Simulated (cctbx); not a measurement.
## A crystallographic session in cctbx: Li4NbCu3S6O2

Library: cctbx 2025.11. The data are simulated by the first script.

## 1. Simulate the data

run.py:

```python
from cctbx import adptbx, crystal, miller, sgtbx, xray
from cctbx.array_family import flex
from iotbx.shelx import hklf
from scitbx import matrix
import scitbx.random

cs = crystal.symmetry(unit_cell=(12.534, 6.778, 6.81, 90, 121.94, 90), space_group_symbol='Hall: -C 2y')  # C2/m
atoms = [  # label, site, U (iso, or U11 U22 U33 U12 U13 U23 in A^2), occupancy
    ("Nb1", (0, 0, 0), (0.0084, 0.0084, 0.0066, 0.0000, 0.0045, 0.0000), 1),
    ("Cu1", (0.25, 0.75, 0.5), (0.0159, 0.0158, 0.0151, -0.0011, 0.0081, 0.0013), 1),
    ("Cu2", (0, 0.5, 0), (0.0159, 0.0088, 0.0139, 0.0000, 0.0089, 0.0000), 1),
    ("S1", (0.0242, 0.7469, 0.784), (0.0164, 0.0164, 0.0167, 0.0013, 0.0094, 0.0012), 1),
    ("S2", (0.2306, 0.5, 0.2646), (0.0106, 0.0135, 0.0119, 0.0000, 0.0050, 0.0000), 1),
    ("O1", (0.2322, 0, 0.2583), (0.0150, 0.0154, 0.0116, 0.0000, 0.0060, 0.0000), 1),
    ("Li1", (0.25, 0.25, 0), (0.0237, 0.0214, 0.0254, -0.0007, 0.0129, -0.0004), 1),
    ("Li2", (0, 0, 0.5), (0.0266, 0.0246, 0.0278, 0.0000, 0.0148, 0.0000), 1),
    ("Li3", (0, 0.5, 0.5), (0.0279, 0.0287, 0.0320, 0.0000, 0.0192, 0.0000), 1),
]
xs = xray.structure(crystal_symmetry=cs)
for label, site, u, occ in atoms:
    u = adptbx.u_cif_as_u_star(cs.unit_cell(), u) if isinstance(u, tuple) else u
    xs.add_scatterer(xray.scatterer(label, site=site, u=u, occupancy=occ))
xs.set_inelastic_form_factors(0.6889, "sasaki")
xs.show_summary()
p1 = xs.expand_to_p1()
ms = miller.build_set(p1, anomalous_flag=True, d_min=0.6)
flex.set_random_seed(736328)
scitbx.random.set_random_seed(736328)
ms = ms.select(flex.random_double(ms.size()) < 0.8)
i = ms.structure_factors_from_scatterers(p1, algorithm="direct").f_calc().as_intensity_array().data()
i = i * 20000 / flex.max(i)
sig = flex.sqrt(i + flex.pow2(0.02 * i) + 4 ** 2)
noise = scitbx.random.variate(scitbx.random.normal_distribution())(i.size())
data = ms.array(data=i + sig * noise, sigmas=sig).set_observation_type_xray_intensity()
with open("data.hkl", "w") as f:
    data.export_as_shelx_hklf(f)
print("reflections written:", data.size(), " <I/sigma> = %.1f" % flex.mean(data.data() / data.sigmas()))
for h, a, b in list(data.sort("data"))[:12]:
    print("%4d%4d%4d %9.1f %7.1f" % (h + (a, b)))
```

```console
$ python run.py
```

```text
Number of scatterers: 9
At special positions: 8
Unit cell: (12.534, 6.778, 6.81, 90, 121.94, 90)
Space group: C 1 2/m 1 (No. 12)
reflections written: 7572  <I/sigma> = 4.9
  -2  -2   2   20966.5   424.3
  -4   0   0   19867.8   421.4
   2  -2  -2   19668.9   424.3
   2   2  -2   19664.5   424.3
   4   0   0   19470.9   421.4
   0   4   0   13854.1   294.4
   0  -4   0   13551.1   294.4
   2  -2   2   13303.7   282.1
   2   2   2   12853.3   282.1
  -2   2  -2   12711.0   282.1
  -2  -2  -2   12690.5   282.1
  -4   0   4   12517.3   266.4
```

It took 0.27 s on 1 thread of Arm Neoverse V2, with other jobs on the host, peak memory 0.07 GiB.

## 2. Refinement (lightest element left out)

run.py:

```python
import math
from cctbx import adptbx, crystal, maptbx, sgtbx, xray
from cctbx.array_family import flex
from cctbx.xray import observations
from iotbx.shelx import hklf
from scitbx.lstbx import normal_eqns_solving
from smtbx import absolute_structure, utils
from smtbx.refinement import constraints, least_squares

cs = crystal.symmetry(unit_cell=(12.534, 6.778, 6.81, 90, 121.94, 90), space_group_symbol='Hall: -C 2y')  # C2/m
atoms = [  # label, site, U (iso, or U11 U22 U33 U12 U13 U23 in A^2), occupancy
    ("Nb1", (0, 0, 0), 0.0200, 1),
    ("Cu1", (0.25, 0.75, 0.5), 0.0200, 1),
    ("Cu2", (0, 0.5, 0), 0.0200, 1),
    ("S1", (0.0281, 0.7492, 0.7856), 0.0200, 1),
    ("S2", (0.2332, 0.5, 0.2693), 0.0200, 1),
    ("O1", (0.2344, 0, 0.257), 0.0200, 1),
]
xs = xray.structure(crystal_symmetry=cs)
for label, site, u, occ in atoms:
    u = adptbx.u_cif_as_u_star(cs.unit_cell(), u) if isinstance(u, tuple) else u
    xs.add_scatterer(xray.scatterer(label, site=site, u=u, occupancy=occ))
xs.set_inelastic_form_factors(0.6889, "sasaki")
raw = hklf.reader(file_name="data.hkl").as_miller_arrays(crystal_symmetry=cs, anomalous=True)[0]
merged = raw.eliminate_sys_absent().merge_equivalents()
fo2 = merged.array().set_observation_type_xray_intensity()
print("Rint %.3f, %d unique reflections to %.2f A" % (merged.r_int(), fo2.size(), fo2.d_min()))
for sc in xs.scatterers():
    sc.flags.set_grad_site(True)
    sc.flags.set_grad_u_aniso(sc.flags.use_u_aniso())
    sc.flags.set_grad_u_iso(sc.flags.use_u_iso())
obs = fo2.as_xray_observations()
extra = {}
rep = constraints.reparametrisation(xs, [], utils.connectivity_table(xs), **extra)
ls = least_squares.crystallographic_ls(obs, rep, weighting_scheme=least_squares.mainstream_shelx_weighting(a=0, b=0))
print("cycle     R1     wR2    GooF  max shift (A)")
for cycle in range(8):
    ls.build_up()
    r1, wr2, goof = ls.r1_factor(cutoff_factor=2)[0], ls.wR2(), ls.goof()
    old = xs.sites_cart()
    normal_eqns_solving.levenberg_marquardt_iterations(ls, n_max_iterations=3, tau=1e-06, step_threshold=1e-7)
    big = flex.max((xs.sites_cart() - old).norms())
    print("%4d %7.4f %7.4f %7.3f %9.5f" % (cycle + 1, r1, wr2, goof, big))
    ls.build_up(objective_only=True)
    if abs(ls.wR2() - wr2) < 5e-5 and big < 5e-4:
        break
ls.build_up()
print("final R1 %.4f wR2 %.4f GooF %.3f  parameters %d  data/parameter %.1f" % (ls.r1_factor(cutoff_factor=2)[0], ls.wR2(), ls.goof(), ls.n_parameters, fo2.size() / ls.n_parameters))
cov = ls.covariance_matrix_and_annotations()
su = dict(zip(cov.annotations, (math.sqrt(max(v, 0)) for v in cov.matrix.matrix_packed_u_diagonal())))
a2 = cs.unit_cell().reciprocal_parameters()[0] ** -2
print("atom        x        y        z      Ueq    occ   su(xyz)  su(Uiso or U11)")
for sc in xs.scatterers():
    s = max(su.get(sc.label + k, 0) for k in (".x", ".y", ".z"))
    npd = "" if sc.is_positive_definite_u(cs.unit_cell()) else "  NPD"
    print("%-5s %8.5f %8.5f %8.5f %8.4f %6.3f %8.5f %7.4f%s" % ((sc.label,) + sc.site + (sc.u_iso_or_equiv(cs.unit_cell()), sc.occupancy, s, su.get(sc.label + ".uiso", su.get(sc.label + ".u11", 0) * a2), npd)))
fo = fo2.f_sq_as_f()
fc = fo.structure_factors_from_scatterers(xs, algorithm="direct").f_calc()
diff = fo.f_obs_minus_f_calc(1 / math.sqrt(ls.scale_factor()), fc).average_bijvoet_mates()
m = diff.fft_map(symmetry_flags=maptbx.use_space_group_symmetry, resolution_factor=0.25).apply_volume_scaling()
print("difference map: max %.2f min %.2f rms %.2f" % (m.statistics().max(), m.statistics().min(), m.statistics().sigma()))
peaks = m.peak_search(parameters=maptbx.peak_search_parameters(min_distance_sym_equiv=0.6, max_clusters=8)).all()
near = xs.closest_distances(peaks.sites(), distance_cutoff=4)
sps = cs.special_position_settings(min_distance_sym_equiv=0.5)
for k, (x, h) in enumerate(zip(peaks.sites(), peaks.heights())):
    ss = sps.site_symmetry(x)
    print("Q%-3d %7.4f %7.4f %7.4f %4d %7.2f  %.2f A from %s" % ((k + 1,) + tuple(t % 1 for t in ss.exact_site()) + (ss.multiplicity(), h, near.smallest_distances[k], xs.scatterers()[near.i_seqs[k]].label)))
```

```console
$ python run.py
```

```text
Rint 0.028, 1256 unique reflections to 0.60 A
cycle     R1     wR2    GooF  max shift (A)
   1  0.1776  0.3293   7.566   0.04546
   2  0.0540  0.1126   2.588   0.00007
final R1 0.0540 wR2 0.1126 GooF 2.588  parameters 13  data/parameter 96.6
atom        x        y        z      Ueq    occ   su(xyz)  su(Uiso or U11)
Nb1    0.00000  0.00000  0.00000   0.0072  1.000  0.00000  0.0002
Cu1    0.25000  0.75000  0.50000   0.0153  1.000  0.00000  0.0002
Cu2    0.00000  0.50000  0.00000   0.0119  1.000  0.00000  0.0002
S1     0.02444  0.74660  0.78433   0.0157  1.000  0.00019  0.0002
S2     0.23054  0.50000  0.26492   0.0121  1.000  0.00027  0.0003
O1     0.23235  0.00000  0.25857   0.0144  1.000  0.00087  0.0009
difference map: max 8.41 min -3.06 rms 0.41
Q1    0.2500  0.2500  0.0000    4    8.68  2.40 A from S1
Q2    0.0000  0.0000  0.5000    2    8.34  2.48 A from S1
Q3    0.0000  0.5000  0.5000    2    7.93  2.45 A from S1
Q4    0.0352  0.5000  0.0388    4    4.68  0.38 A from Cu2
Q5    0.2322  0.2167  0.5098    8    2.97  0.35 A from Cu1
Q6    0.0327  0.0000  0.0368    4    2.57  0.35 A from Nb1
Q7    0.0058  0.2856  0.2571    8    1.67  0.40 A from S1
Q8    0.2377  0.5000  0.2270    4    1.37  0.32 A from S2
```

Time: 0.4 s.

## 3. Refinement (whole model)

run.py, as its changes from the last script of this kind:

```diff
@@ -17,0 +18,3 @@
+    ("Li1", (0.25, 0.25, 0), 0.0200, 1),
+    ("Li2", (0, 0, 0.5), 0.0200, 1),
+    ("Li3", (0, 0.5, 0.5), 0.0200, 1),
@@ -62 +65 @@
-peaks = m.peak_search(parameters=maptbx.peak_search_parameters(min_distance_sym_equiv=0.6, max_clusters=8)).all()
+peaks = m.peak_search(parameters=maptbx.peak_search_parameters(min_distance_sym_equiv=0.6, max_clusters=6)).all()
```

```console
$ python run.py
```

```text
Rint 0.028, 1256 unique reflections to 0.60 A
cycle     R1     wR2    GooF  max shift (A)
   1  0.1718  0.3154   7.255   0.04692
   2  0.0331  0.0694   1.596   0.00003
final R1 0.0331 wR2 0.0694 GooF 1.596  parameters 16  data/parameter 78.5
atom        x        y        z      Ueq    occ   su(xyz)  su(Uiso or U11)
Nb1    0.00000  0.00000  0.00000   0.0076  1.000  0.00000  0.0001
Cu1    0.25000  0.75000  0.50000   0.0156  1.000  0.00000  0.0001
Cu2    0.00000  0.50000  0.00000   0.0123  1.000  0.00000  0.0001
S1     0.02421  0.74661  0.78381   0.0161  1.000  0.00012  0.0001
S2     0.23050  0.50000  0.26466   0.0125  1.000  0.00017  0.0002
O1     0.23222  0.00000  0.25760   0.0142  1.000  0.00052  0.0005
Li1    0.25000  0.25000  0.00000   0.0250  1.000  0.00000  0.0015
Li2    0.00000  0.00000  0.50000   0.0239  1.000  0.00000  0.0023
Li3    0.00000  0.50000  0.50000   0.0260  1.000  0.00000  0.0024
difference map: max 3.97 min -3.40 rms 0.25
Q1    0.0371  0.5000  0.0401    4    4.11  0.40 A from Cu2
Q2    0.2303  0.2130  0.5108    8    2.43  0.39 A from Cu1
Q3    0.0376  0.0000  0.0417    4    1.84  0.40 A from Nb1
Q4    0.0101  0.2936  0.2633    8    1.14  0.47 A from S1
Q5    0.0455  0.2198  0.8231    8    1.13  0.34 A from S1
Q6    0.2313  0.4403  0.2629    8    0.95  0.41 A from S2
```

Time: 0.4 s.

## 4. Simulate the data

run.py, as its changes from the last script of this kind:

```diff
@@ -23 +23 @@
-xs.set_inelastic_form_factors(0.6889, "sasaki")
+xs.switch_to_neutron_scattering_dictionary()
@@ -26 +26 @@
-ms = miller.build_set(p1, anomalous_flag=True, d_min=0.6)
+ms = miller.build_set(p1, anomalous_flag=True, d_min=0.7)
@@ -31 +31 @@
-i = i * 20000 / flex.max(i)
+i = i * 5000 / flex.max(i)
```

```console
$ python run.py
```

```text
Number of scatterers: 9
At special positions: 8
Unit cell: (12.534, 6.778, 6.81, 90, 121.94, 90)
Space group: C 1 2/m 1 (No. 12)
reflections written: 4784  <I/sigma> = 5.1
   2   2  -2    5033.7   122.5
  -2   2   2    4920.4   122.5
   4   0   0    4703.9   113.1
  -2   0   5    4528.4   112.9
   2   0  -5    4507.2   112.9
  -4   0   0    4456.0   113.1
  -2   2  -2    4445.9   109.8
  -2  -2  -2    4421.9   109.8
   4   2  -3    4372.5   108.9
  -4  -2   3    4365.9   108.9
  -4   2   3    4325.2   108.9
   2   2   2    4312.0   109.8
```

Time: 0.26 s.

## 5. Refinement (lightest element left out)

run.py, as its changes from the last script of this kind:

```diff
@@ -15,6 +15,3 @@
-    ("S1", (0.0281, 0.7492, 0.7856), 0.0200, 1),
-    ("S2", (0.2332, 0.5, 0.2693), 0.0200, 1),
-    ("O1", (0.2344, 0, 0.257), 0.0200, 1),
-    ("Li1", (0.25, 0.25, 0), 0.0200, 1),
-    ("Li2", (0, 0, 0.5), 0.0200, 1),
-    ("Li3", (0, 0.5, 0.5), 0.0200, 1),
+    ("S1", (0.0243, 0.7492, 0.7828), 0.0200, 1),
+    ("S2", (0.2293, 0.5, 0.2618), 0.0200, 1),
+    ("O1", (0.2335, 0, 0.2595), 0.0200, 1),
@@ -26 +23 @@
-xs.set_inelastic_form_factors(0.6889, "sasaki")
+xs.switch_to_neutron_scattering_dictionary()
@@ -65 +62 @@
-peaks = m.peak_search(parameters=maptbx.peak_search_parameters(min_distance_sym_equiv=0.6, max_clusters=6)).all()
+peaks = m.peak_search(parameters=maptbx.peak_search_parameters(min_distance_sym_equiv=0.6, max_clusters=8)).all()
```

```console
$ python run.py
```

```text
Rint 0.026, 804 unique reflections to 0.70 A
cycle     R1     wR2    GooF  max shift (A)
   1  0.1804  0.3769   9.392   0.02381
   2  0.1456  0.3256   8.113   0.00006
final R1 0.1456 wR2 0.3256 GooF 8.113  parameters 13  data/parameter 61.8
atom        x        y        z      Ueq    occ   su(xyz)  su(Uiso or U11)
Nb1    0.00000  0.00000  0.00000   0.0081  1.000  0.00000  0.0008
Cu1    0.25000  0.75000  0.50000   0.0165  1.000  0.00000  0.0007
Cu2    0.00000  0.50000  0.00000   0.0131  1.000  0.00000  0.0008
S1     0.02362  0.74729  0.78266   0.0129  1.000  0.00092  0.0009
S2     0.23152  0.50000  0.26444   0.0109  1.000  0.00138  0.0012
O1     0.23277  0.00000  0.25831   0.0132  1.000  0.00074  0.0008
difference map: max 4.21 min -13.33 rms 0.54
Q1    0.0000  0.5000  0.0000    2    4.21  0.00 A from Cu2
Q2    0.2500  0.2500  0.5000    4    4.19  0.00 A from Cu1
Q3    0.0000  0.0000  0.0000    2    4.05  0.00 A from Nb1
Q4    0.0474  0.5000  0.4794    4    1.60  2.26 A from S1
Q5    0.9933  0.0000  0.3866    4    1.45  2.01 A from S1
Q6    0.1885  0.2443  0.9810    8    1.44  1.77 A from S1
Q7    0.0651  0.0000  0.5838    4    1.36  2.19 A from S2
Q8    0.2228  0.1722  0.0171    8    1.18  1.96 A from O1
```

Time: 0.37 s.

Figures of merit this high mean that the model is still wrong or incomplete.

## 6. Refinement (whole model)

run.py, as its changes from the last script of this kind:

```diff
@@ -17,0 +18,3 @@
+    ("Li1", (0.25, 0.25, 0), 0.0200, 1),
+    ("Li2", (0, 0, 0.5), 0.0200, 1),
+    ("Li3", (0, 0.5, 0.5), 0.0200, 1),
@@ -62 +65 @@
-peaks = m.peak_search(parameters=maptbx.peak_search_parameters(min_distance_sym_equiv=0.6, max_clusters=8)).all()
+peaks = m.peak_search(parameters=maptbx.peak_search_parameters(min_distance_sym_equiv=0.6, max_clusters=6)).all()
```

```console
$ python run.py
```

```text
Rint 0.026, 804 unique reflections to 0.70 A
cycle     R1     wR2    GooF  max shift (A)
   1  0.1187  0.2236   5.582   0.01633
   2  0.0366  0.0711   1.775   0.00003
final R1 0.0366 wR2 0.0711 GooF 1.775  parameters 16  data/parameter 50.2
atom        x        y        z      Ueq    occ   su(xyz)  su(Uiso or U11)
Nb1    0.00000  0.00000  0.00000   0.0075  1.000  0.00000  0.0002
Cu1    0.25000  0.75000  0.50000   0.0156  1.000  0.00000  0.0001
Cu2    0.00000  0.50000  0.00000   0.0124  1.000  0.00000  0.0002
S1     0.02421  0.74720  0.78406   0.0158  1.000  0.00021  0.0002
S2     0.23055  0.50000  0.26428   0.0121  1.000  0.00030  0.0003
O1     0.23222  0.00000  0.25816   0.0145  1.000  0.00016  0.0002
Li1    0.25000  0.25000  0.00000   0.0234  1.000  0.00000  0.0005
Li2    0.00000  0.00000  0.50000   0.0275  1.000  0.00000  0.0008
Li3    0.00000  0.50000  0.50000   0.0246  1.000  0.00000  0.0008
difference map: max 1.51 min -1.45 rms 0.12
Q1    0.0412  0.5000  0.0477    4    1.52  0.44 A from Cu2
Q2    0.2345  0.2031  0.5246    8    0.96  0.45 A from Cu1
Q3    0.2386  0.5000  0.7477    4    0.69  0.39 A from O1
Q4    0.1946  0.0000  0.2604    4    0.62  0.48 A from O1
Q5    0.0333  0.0000  0.0280    4    0.55  0.36 A from Nb1
Q6    0.0059  0.2884  0.2721    8    0.51  0.44 A from S1
```

Run time: 0.38 s on 1 thread of Arm Neoverse V2, with other jobs on the host, peak memory 0.09 GiB.

[Logs are printed without paths, hosts, clocks, repeated set-up lines and the standing remarks that a program may print on its own settings, such as how far it seeks lower states.]
